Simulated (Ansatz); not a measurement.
**NaCaF3 (built on the sites of a database entry of CsCaF3): following an unstable mode**

Wanted: the energy along a soft mode of NaCaF3 (built on the sites of a database entry of CsCaF3) and the structure at the end.

Calculated with Ansatz 0.2.0; DFT PBE+D3(BJ), scalar-relativistic, plane waves, PAW.

The structure was built from a prototype and need not be the compound's stable phase.

### Step 1. The structure

The structure is cubic, space group Pm-3m (No. 221). The conventional cell has a = 4.398 Å, b = 4.398 Å, c = 4.398 Å, α = 90.00°, β = 90.00°, γ = 90.00°. Nearest to Na lie 12 F at 3.11 Å. Ca has 6 F at 2.20 Å nearest. Nearest to F lie 2 Ca at 2.20 Å. Farther neighbours and most contacts between anions are not listed.

### Step 2. Phonons on a q mesh

The cell comes from relaxations at this level that are not shown. Stability and thermal properties need the whole zone. Linear response on a 2×2×2 q mesh gives force constants as far as a supercell of that size would, and the tensors from the zone-centre run are typed in so that the long-range dipole term is interpolated apart.

Input file input.yaml:

```yaml
crystal:
  lattice:
    - [4.3977833632, 0.0, 0.0]
    - [0.0, 4.3977833632, 0.0]
    - [0.0, 0.0, 4.3977833632]
  atoms:
    - { symbol: Na, position: [0.0, 0.0, 0.0] }
    - { symbol: Ca, position: [0.5, 0.5, 0.5] }
    - { symbol: F, position: [0.0, 0.5, 0.5] }
    - { symbol: F, position: [0.5, 0.0, 0.5] }
    - { symbol: F, position: [0.5, 0.5, 0.0] }
kpoints:
  mp_grid: { grid: [6, 6, 6] }
hamiltonian:
  xc: pbe
  dispersion: d3bj
scf:
  occupations: { method: fixed }
output:
  eigenvalues: true
phonons:
  method: dfpt
  qmesh: [2, 2, 2]
  temperatures: { t_max: 1000, t_step: 50 }
  qpath:
    path:
      - [[0.0, 0.0, 0.0], [0.0, 0.5, 0.0], [0.5, 0.5, 0.0], [0.0, 0.0, 0.0], [0.5, 0.5, 0.5], [0.0, 0.5, 0.0]]
      - [[0.5, 0.5, 0.5], [0.5, 0.5, 0.0]]
    npoints: 10
  non_analytic_term:
    high_frequency_dielectric_tensor: [[1.9558, 0.0, 0.0], [0.0, 1.9558, 0.0], [0.0, 0.0, 1.9558]]
    born_effective_charges:
      - { species: Na, tensor: [[1.1707, 0.0, 0.0], [0.0, 1.1707, 0.0], [0.0, 0.0, 1.1707]] }
      - { species: Ca, tensor: [[2.2737, 0.0, 0.0], [0.0, 2.2737, 0.0], [0.0, 0.0, 2.2737]] }
      - { species: F, tensor: [[-1.7077, 0.0, 0.0], [0.0, -0.8683, 0.0], [0.0, 0.0, -0.8683]] }
      - { species: F, tensor: [[-0.8683, 0.0, 0.0], [0.0, -1.7077, 0.0], [0.0, 0.0, -0.8683]] }
      - { species: F, tensor: [[-0.8683, 0.0, 0.0], [0.0, -0.8683, 0.0], [0.0, 0.0, -1.7077]] }
    source: "zone-centre run at this cell"
```

On the command line:

```bash
$ ansatz run input.yaml --threads 4 --pin off --max-ram 7168MiB --backend cpu --events-out ev --progress --plain --runs-dir out
```

Numbers of over 12 decimals in the logs are rounded to 6 here.

Output:

```text
Engine: ansatz 0.2.0, aarch64-unknown-linux-gnu
Pseudopotentials: kind: paw
Pseudopotential: Na, paw, valence charge 9, recommended cutoff 420 eV (normal), Na.paw.azcp
Pseudopotential: Ca, paw, valence charge 10, recommended cutoff 420 eV (normal), Ca.paw.azcp
Pseudopotential: F, paw, valence charge 7, recommended cutoff 420 eV (normal), F.paw.azcp
Functional definition: PBE
  parameter kappa = 0.804
  parameter beta = 0.066725
  exchange = pbe_x(kappa = kappa, mu = beta*pi^2/3)
  correlation = pbe_c(beta = beta)
Crystal: 5 atoms, lattice volume = 85.055 Å³
Basis set: ecut = 420 eV, 1743 PW (Γ), exchange–correlation on 60×60×60 points (8 copies of the dense FFT grid, shifted against one another)
Bands: 25, of which v1, the nominal top of the filled ones, is band 20 counted from 1 (19 counted from 0)
Symmetry: 48 space group operations
k-points: 20 of 216
Non-local potential: Na, projectors of the file, l = 0: 3, l = 1: 2, l = 2: 1
Non-local potential: Ca, projectors of the file, l = 0: 3, l = 1: 2, l = 2: 2
Non-local potential: F, projectors of the file, l = 0: 2, l = 1: 2, l = 2: 1
PAW form: soft (Blöchl's): semilocal exchange-correlation on the pseudo side does not see the compensation charge
PAW one-centre angular grid: Na, 110 points (default); XC on 64 Gauss nodes
PAW one-centre angular grid: Ca, 110 points (default); XC on 64 Gauss nodes
PAW one-centre angular grid: F, 110 points (default); XC on 64 Gauss nodes
Initial density: superposition of atomic densities (neutral atoms: chi_scale 0, normalization atom), corrected by the library's trained network
Initial wavefunctions: pseudopotential atomic-orbital guess
Functional: x = pbe(κ = 0.804, μ = 0.219515), c = pbe(β = 0.066725)
SCF iter   1: F=—  HF=-5736.962914 eV  |F-HF|=—  |Δ(HF+E_count)|=         —  Δρ=6.18e-4  dr2=2.08e-4  ethr=1.77e-3  ⟨swp⟩=4.8  Hψ=2198  notcnv=0  defer=47
preconditioner: auto → Resta (q_TF=auto, 2.406 Å⁻¹)  ε∞=2.6  [insulator: Δε(μ)=5.061 eV  Ē_g=19.089 eV  n_scr=18 (ndim 8)  ℏωp=24.2 eV  f_vac=0.245  ε∞_Penn≈2.6]
SCF iter   2: F=—  HF=-5736.963163 eV  |F-HF|=—  |Δ(HF+E_count)|=   2.49e-4  Δρ=3.15e-4  dr2=6.87e-5  ethr=5.19e-7  ⟨swp⟩=2.4  Hψ=1116  notcnv=0  defer=59
SCF iter   3: F=—  HF=-5736.963336 eV  |F-HF|=—  |Δ(HF+E_count)|=   1.72e-4  Δρ=2.14e-4  dr2=3.06e-5  ethr=1.72e-7  ⟨swp⟩=2.0  Hψ=888  notcnv=0  defer=53
SCF iter   4: F=—  HF=-5736.963345 eV  |F-HF|=—  |Δ(HF+E_count)|=   9.46e-6  Δρ=3.97e-5  dr2=1.69e-6  ethr=7.65e-8  ⟨swp⟩=2.0  Hψ=690  notcnv=0  defer=31
SCF iter   5: F=—  HF=-5736.963345 eV  |F-HF|=—  |Δ(HF+E_count)|=   1.08e-8  Δρ=1.29e-5  dr2=1.22e-7  ethr=4.22e-9  ⟨swp⟩=2.4  Hψ=733  notcnv=0  defer=20
SCF iter   6: F=—  HF=-5736.963345 eV  |F-HF|=—  |Δ(HF+E_count)|=   3.31e-7  Δρ=2.69e-6  dr2=1.02e-8  ethr=3.05e-10  ⟨swp⟩=2.1  Hψ=676  notcnv=0  defer=20
SCF iter   7: F=—  HF=-5736.963345 eV  |F-HF|=—  |Δ(HF+E_count)|=   7.50e-9  Δρ=4.99e-7  dr2=2.06e-10  ethr=2.56e-11  ⟨swp⟩=2.6  Hψ=879  notcnv=0  defer=20
SCF iter   8: F=-5736.963345 eV  HF=-5736.963345 eV  |F-HF|=9.09e-13  |Δ(HF+E_count)|=  3.50e-10  Δρ=1.06e-7  dr2=6.22e-12  ethr=1.00e-12  ⟨swp⟩=9.9  Hψ=3447  notcnv=0
SCF 1 converged in 8 iterations: F = -5736.963345 eV  dr2 = 6.22e-12
  greatest PAW one-centre occupation: 0.999 electrons in one spin orbital (limit 2), on the Na atom at site 0 (counted from 0), in its partial waves of l = 0
NSCF: frozen V_eff on 20 k-points
NSCF: frozen V_eff on 64 k-points
DFPT response loops at q = (0, 0, 0) (fractional): preconditioner auto → none (the input reference at scf.mixing.eps_inf says where Resta's filter doesn't serve); β = 0.50; Broyden in place of MSR1
NSCF: frozen V_eff on 128 k-points
DFPT response loops at q = (0, 0, -0.5) (fractional): mixed as the last ones told, above
NSCF: frozen V_eff on 128 k-points
DFPT response loops at q = (0, -0.5, -0.5) (fractional): mixed as the last ones told, above
NSCF: frozen V_eff on 128 k-points
DFPT response loops at q = (-0.5, -0.5, -0.5) (fractional): mixed as the last ones told, above
SCF converged after 8 iterations
Free energy (F): -5736.963345 eV
Harris-Foulkes:  -5736.963345 eV  (|F-HF|=9.09e-13)
Internal energy: -5736.963345 eV  (E = F + TS)
E sigma→0 (E₀):  -5736.963345 eV
Fermi energy:    0.415841 eV
--- Per-component energies (eV) ---
  E_band       = -506.116180
  E_kinetic    = 1022.220221
  E_local      = -4004.976809  (includes V_loc(G=0)·N_el)
  E_nonlocal   = 398.549848
  E_hartree    = 1456.337905
  E_xc         = -418.493072
  E_vxc        = -531.754181  (∫ρ·V_xc dr)
  E_paw        = -1723.245064  (= ΣΔE_a)
  E_vpaw       = -302.837096  (= ΣTr[D̂ρ^β])
  E_aug_tail   = 0.005964  (compensation charges beyond the density's cutoff)
  E_ewald      = -2466.737043
  E_disp       = -0.625295  (pairwise vdW)
  E_smearing   = -0.000000  (= −TS)
  E_closure    = 0.000000  (closes the sum)
  Σ components = -5736.963345   (vs F -5736.963345, Δ=0.00e0)
--- Band table (eV; the first three rows and the last of 20) ---
  k-point 0: bands = [... 16 lower, 0.0104, 0.2549, 0.2549, 0.2549, 5.4838, 9.8434, 9.8434, 9.8434, ... 1 higher]
  k-point 1: bands = [... 16 lower, -0.0185, -0.0162, 0.2359, 0.2359, 5.8187, 9.8764, 9.9494, 9.9494, ... 1 higher]
  k-point 2: bands = [... 16 lower, -0.1566, -0.0698, 0.2123, 0.2123, 6.6790, 9.5100, 9.9447, 10.1485, ... 1 higher]
  k-point 19: bands = [... 16 lower, -0.9526, 0.4158, 0.4158, 0.4158, 8.8297, 10.3561, 10.3561, 10.3561, ... 1 higher]
--- Phonons (Γ-DFPT): 4 representative perturbations + reference (Σ response iterations 15) ---
  ASR residual: 3.758e-3 → 0.000e0 eV/Å²; symmetrization residual: 5.403e-6 eV/Å²
  pairwise dispersion correction: d3bj (s6 = 1.0, s8 = 0.7875, a1 = 0.4289, a2_bohr = 4.4407), with the weights of each atom's references fixed at the reference crystal's, and the forces and stress that the weights' published response gives there kept as a pressure on the atom's counted neighbours (hamiltonian.dispersion)
  ASR residual per site (eV/Å²): 1.36e-3 1.91e-3 3.76e-3 3.76e-3 3.76e-3
  Γ frequencies (cm⁻¹): -124.58 -124.58 -124.58 -67.91 -67.91 -67.91 0.00 0.00 0.00 182.66 182.66 182.66 448.30 448.30 448.30
--- Phonons (arbitrary-q DFPT): 4 irreducible q on the 2×2×2 mesh ---
  q = [0.0000, 0.0000, 0.0000] (star 1, of the zone-centre solve; hermiticity 1.02e-6, symmetrization 3.58e-13): -124.58 -124.58 -124.58 -67.91 -67.91 -67.91 -0.00 -0.00 -0.00 182.66 182.66 182.66 448.30 448.30 448.30
  q = [0.0000, 0.0000, -0.5000] (star 3, 9 solved perturbations in 504 linear systems a pass and spin channel, the states on 64 of 216 k-point pairs; hermiticity 3.75e-7, symmetrization 3.26e-13): -111.88 -111.88 -65.58 -65.58 -35.03 103.31 103.31 113.70 137.45 144.92 144.92 350.63 447.70 447.70 472.00
  q = [0.0000, -0.5000, -0.5000] (star 3, 9 solved perturbations in 504 linear systems a pass and spin channel, the states on 64 of 216 k-point pairs; hermiticity 7.85e-7, symmetrization 1.69e-13): -136.87 -123.50 -123.50 -75.48 55.29 55.29 125.92 137.52 137.52 193.24 332.59 332.59 404.66 447.13 489.00
  q = [-0.5000, -0.5000, -0.5000] (star 1, 4 solved perturbations in 184 linear systems a pass and spin channel, the states on 64 of 216 k-point pairs; hermiticity 3.14e-7, symmetrization 1.67e-12): -137.52 -137.52 -137.52 -115.45 -115.45 -115.45 210.88 210.88 210.88 309.88 309.88 309.88 404.41 404.41 505.36
  sum rule: each row above includes the acoustic sum rule's correction from the zone centre's row sums; it moved no ω² by more than (7.33 cm⁻¹)²
  mesh force constants: q→R imaginary residual 6.29e-18; ASR residual 3.758e-3 → 0.000e0 eV/Å²; symmetrization residual 2.665e-14 eV/Å²
  interpolated dispersion: 63 rows × 15 modes
  density of states and harmonic sums: on the 14×14×14 q-mesh, interpolated from the force constants of a 2×2×2 supercell (with the dipole–dipole term of supplied tensors)
  largest difference from the sums on the solved wave vectors: F 1.29e-2 eV, S 1.22e-5 and C_V 1.60e-5 eV/K
  zero-point energy: 0.159678 eV/cell   skipped modes (ω ≤ 0): 632, of them read as no rigid motion or as one in doubt: 629 (5.240e0 modes/cell left out, lowest -137.52 cm⁻¹)   left out of the sums: 3.49e-1 of the cell's modes: C_V's classical limit lies that fraction below 3 k_B per atom; for a crystal, a wire or a layer, F and S can be off by more, and a phonons.interpolated_qmesh denser along its periods is the remedy for the sampling
```

It took 4.1 min on 4 threads of Arm Neoverse N1, shared host; peak memory 0.67 GiB; 8.9 min of CPU time.

In the SCF lines HF is the Harris–Foulkes energy and dr2 the Hartree energy of the density residual, in eV; the loop may stop once dr2 is under the threshold and the program's other checks hold. Hψ counts applications of the Hamiltonian.

This step gave:

* gap on the k-mesh: 5.068 eV
* volume per atom: 17.01 Å³
* sum-rule residual before enforcement: 0.003758 eV/Å²
* lowest frequency on the path: -137.5 cm⁻¹
* point group: m-3m
* highest frequency on the path or at a solved wavevector: 538.3 cm⁻¹
* highest optical mode at the zone centre (no LO-TO term): 448.3 cm⁻¹
* lowest optical zone-centre mode: -124.6 cm⁻¹
* lowest mode on the q mesh (acoustic modes at Γ apart): -137.5 cm⁻¹

Frequencies (cm⁻¹) solved at each irreducible wavevector; negative means imaginary. Frequencies by wavevector, by row:

```csv
q in reciprocal lattice units,star,mode 1,mode 2,mode 3,mode 4,mode 13,mode 14,mode 15
0 0 0,1,-124.6,-124.6,-124.6,-67.9,448.3,448.3,448.3
0 0 -0.5,3,-111.9,-111.9,-65.6,-65.6,447.7,447.7,472
0 -0.5 -0.5,3,-136.9,-123.5,-123.5,-75.5,404.7,447.1,489
-0.5 -0.5 -0.5,1,-137.5,-137.5,-137.5,-115.5,404.4,404.4,505.4
```

Interpolated from a 2×2×2 q mesh, rough between the solved points, with the LO-TO term (at Γ the limit along the path; where Γ stands inside the path, tables give the limit on arrival). The phonon branches at the labelled points (cm⁻¹):

```csv
point,branch 1,branch 2,branch 3,branch 4,branch 12,branch 13,branch 14,branch 15
Γ,-125,-125,-68,-68,212,448,448,538
halfway,-119,-119,-61,-61,268,448,448,514
X,-112,-112,-66,-66,351,448,448,472
halfway,-127,-101,-99,-97,341,420,447,493
M,-137,-124,-124,-76,333,405,447,489
halfway,-127,-111,-93,-72,266,430,448,514
Γ,-125,-125,-68,-68,212,448,448,538
halfway,-122,-122,-104,-76,266,430,430,516
R,-138,-138,-138,-115,310,404,404,505
halfway,-123,-118,-110,-100,332,416,431,504
X,-112,-112,-66,-66,351,448,448,472
jump to R,-138,-138,-138,-115,310,404,404,505
halfway,-137,-124,-124,-100,322,404,425,503
M,-137,-124,-124,-76,333,405,447,489
```

Symmetry leaves 4 wavevectors to solve. The lowest mode among them, the acoustic zeros apart, lies at q = (-0.5, -0.5, -0.5) and is imaginary, 137.5i cm⁻¹, so the energy falls along it.

### Step 3. The mode frozen in, largest atomic shift 0 Å

The mode followed lies at q = (0, -0.5, -0.5) with frequency 136.9i cm⁻¹, one of the unstable modes though not the softest. At small amplitude the distorted cell has space group no. 127 by a symmetry search on the positions. The undistorted cell that holds it gives the zero of energy on the same k mesh.

System of this step: NaCaF3 (built on the sites of a database entry of CsCaF3). The structure is cubic, space group Pm-3m (No. 221). Conventional cell: a = 4.398 Å, b = 4.398 Å, c = 4.398 Å, α = 90.00°, β = 90.00°, γ = 90.00°. Nearest to Na lie 12 F at 3.11 Å. Nearest to Ca lie 6 F at 2.20 Å. Nearest to F lie 2 Ca at 2.20 Å. Nearest to F lie 2 Ca at 2.20 Å. Farther neighbours and most contacts between anions are not listed.

Input file input.yaml:

```yaml
crystal:
  lattice:
    - [-4.3977833632, 0.0, 0.0]
    - [0.0, -4.3977833632, -4.3977833632]
    - [0.0, -4.3977833632, 4.3977833632]
  atoms:
    - { symbol: Na, position: [0.0, 0.5, 0.5] }
    - { symbol: Na, position: [0.0, 0.0, 0.0] }
    - { symbol: Ca, position: [0.5, 1.0, 0.5] }
    - { symbol: Ca, position: [0.5, 0.5, 0.0] }
    - { symbol: F, position: [0.0, 1.0, 0.5] }
    - { symbol: F, position: [0.0, 0.5, 0.0] }
    - { symbol: F, position: [0.5, 0.25, 0.75] }
    - { symbol: F, position: [0.5, 0.75, 0.25] }
    - { symbol: F, position: [0.5, 0.25, 0.25] }
    - { symbol: F, position: [0.5, 0.75, 0.75] }
kpoints:
  mp_grid: { grid: [6, 4, 4] }
hamiltonian:
  xc: pbe
  dispersion: d3bj
scf:
  occupations: { method: gaussian, width: 0.02 }
output:
  forces: true
  stress: true
  eigenvalues: true
```

Output:

```text
[...]
Crystal: 10 atoms, lattice volume = 170.111 Å³
Basis set: ecut = 420 eV, 3395 PW (Γ), exchange–correlation on 60×90×90 points (8 copies of the dense FFT grid, shifted against one another)
Bands: 50, of which v1, the nominal top of the filled ones, is band 40 counted from 1 (39 counted from 0)
Symmetry: 32 space group operations
[...]
k-points: 24 of 96
[...]
k-point 0: bands = [... 36 lower, 0.2548, 0.2548, 0.2549, 0.4102, 5.4837, 8.5569, 9.8433, 9.8433, ... 5 higher]
  k-point 1: bands = [... 36 lower, 0.0607, 0.1355, 0.2281, 0.3327, 5.8601, 7.9841, 9.7917, 9.9134, ... 5 higher]
  k-point 2: bands = [... 36 lower, 0.1553, 0.1553, 0.1710, 0.1710, 6.8186, 6.8186, 9.9903, 9.9903, ... 5 higher]
  k-point 23: bands = [... 36 lower, 0.0051, 0.0051, 0.4103, 0.4103, 8.5569, 8.5569, 9.9110, 9.9110, ... 5 higher]
[key lines of the parts left out:]
SCF converged after 6 iterations
Free energy (F): -11473.926868 eV
Fermi energy:    2.949793 eV
P = ⅓ Tr σ = 0.0060 GPa (0.060 kbar)
```

Elapsed: 37 s, on 4 threads; peak memory 0.55 GiB.

This step gave:

```
pressure                         : 0.006036 GPa
energy from the undistorted cell : 0 meV/atom
```

At this level the gap is 5.07 eV on the k-mesh of the self-consistent run, which can miss the band edges.

### Step 4. The mode frozen in, largest atomic shift 0.6 Å

The atoms are moved along the unstable eigenvector, the largest shift by 0.6 Å, with the cell fixed.

input.yaml, the sections that differ from step 3:

```yaml
crystal:
  lattice:
    - [-4.3977833632, 0.0, 0.0]
    - [0.0, -4.3977833632, -4.3977833632]
    - [0.0, -4.3977833632, 4.3977833632]
  atoms:
    - { symbol: Na, position: [0.0, 0.5, 0.5] }
    - { symbol: Na, position: [0.0, 0.0, 0.0] }
    - { symbol: Ca, position: [0.5, 1.0, 0.5] }
    - { symbol: Ca, position: [0.5, 0.5, 0.0] }
    - { symbol: F, position: [0.0, 1.0, 0.5] }
    - { symbol: F, position: [0.0, 0.5, 0.0] }
    - { symbol: F, position: [0.5, 0.1817838158, 0.8182161842] }
    - { symbol: F, position: [0.5, 0.8182161842, 0.1817838158] }
    - { symbol: F, position: [0.5, 0.3182161842, 0.3182161842] }
    - { symbol: F, position: [0.5, 0.6817838158, 0.6817838158] }
# kpoints, hamiltonian, scf, output: as in step 3
```

Output:

```text
[...]
Crystal: 10 atoms, lattice volume = 170.111 Å³
Basis set: ecut = 420 eV, 3395 PW (Γ), exchange–correlation on 60×90×90 points (8 copies of the dense FFT grid, shifted against one another)
Bands: 50, of which v1, the nominal top of the filled ones, is band 40 counted from 1 (39 counted from 0)
Symmetry: 16 space group operations
[...]
k-points: 24 of 96
[...]
k-point 0: bands = [... 36 lower, 0.0738, 0.0794, 0.2806, 0.2806, 5.7104, 8.6921, 9.4445, 9.4445, ... 5 higher]
  k-point 1: bands = [... 36 lower, 0.0255, 0.0575, 0.2130, 0.2568, 6.0898, 8.2188, 9.4908, 9.5225, ... 5 higher]
  k-point 2: bands = [... 36 lower, -0.0048, -0.0048, 0.2499, 0.2499, 7.0529, 7.0529, 9.5233, 9.5233, ... 5 higher]
  k-point 23: bands = [... 36 lower, 0.0047, 0.0047, 0.2404, 0.2404, 8.7895, 8.7895, 9.6515, 9.6515, ... 5 higher]
[key lines of the parts left out:]
SCF converged after 7 iterations
Free energy (F): -11474.514874 eV
Fermi energy:    2.999042 eV
P = ⅓ Tr σ = -2.7329 GPa (-27.329 kbar)
```

Wall time 33 s (4 threads); peak memory 0.54 GiB; 23 s of CPU time.

This step gave:

- pressure: -2.733 GPa
- gap on the k-mesh: 5.423 eV
- energy from the undistorted cell: -58.80 meV/atom

The energy, extrapolated to zero smearing, is -58.80 meV/atom against the undistorted cell.

The run ends at a pressure of -2.73 GPa, with forces up to 0.22 eV/Å.

### Step 5. Energy along the mode, all amplitudes (two of the runs are shown above)

An imaginary frequency means negative curvature, so the energy should fall and then rise again as anharmonic terms take over.

Numbers from this step:

```yaml
depth_at_the_lowest_point_sampled: 58.80 meV/atom
largest_atomic_shift_at_that_point: 0.6 Å
```

Table of energy from the parent by largest atomic shift:

```csv
largest atomic shift (Å),energy from the parent (meV/atom)
0.000,0
0.040,-0.418
0.080,-1.66
0.140,-5.02
0.220,-12.0
0.320,-23.7
0.450,-41.4
0.600,-58.8
```

Displacement at unit largest shift by atom:

```
atom  x (Å)  y (Å)  z (Å)  size
 Na1   0.00   0.00   0.00  0.00
 Na2   0.00   0.00   0.00  0.00
 Ca3   0.00   0.00   0.00  0.00
 Ca4   0.00   0.00   0.00  0.00
  F5   0.00   0.00   0.00  0.00
  F6   0.00   0.00   0.00  0.00
  F7   0.00   0.00   1.00  1.00
  F8   0.00   0.00  -1.00  1.00
  F9   0.00  -1.00   0.00  1.00
 F10   0.00   1.00   0.00  1.00
```

The lowest of the steps tried is the last one, at 0.6 Å, 58.8 meV/atom below the parent; the bottom of the well need not coincide with a step.

[end of part 1 of 2]

[Logs are printed without paths, hosts, clocks, repeated set-up lines and the standing remarks that a program may print on its own settings, such as how far it seeks lower states.]

[Hosts, paths, dates, database ids (printed as entryN), source tags and the programs' standing remarks are cut or masked in the printed files.]
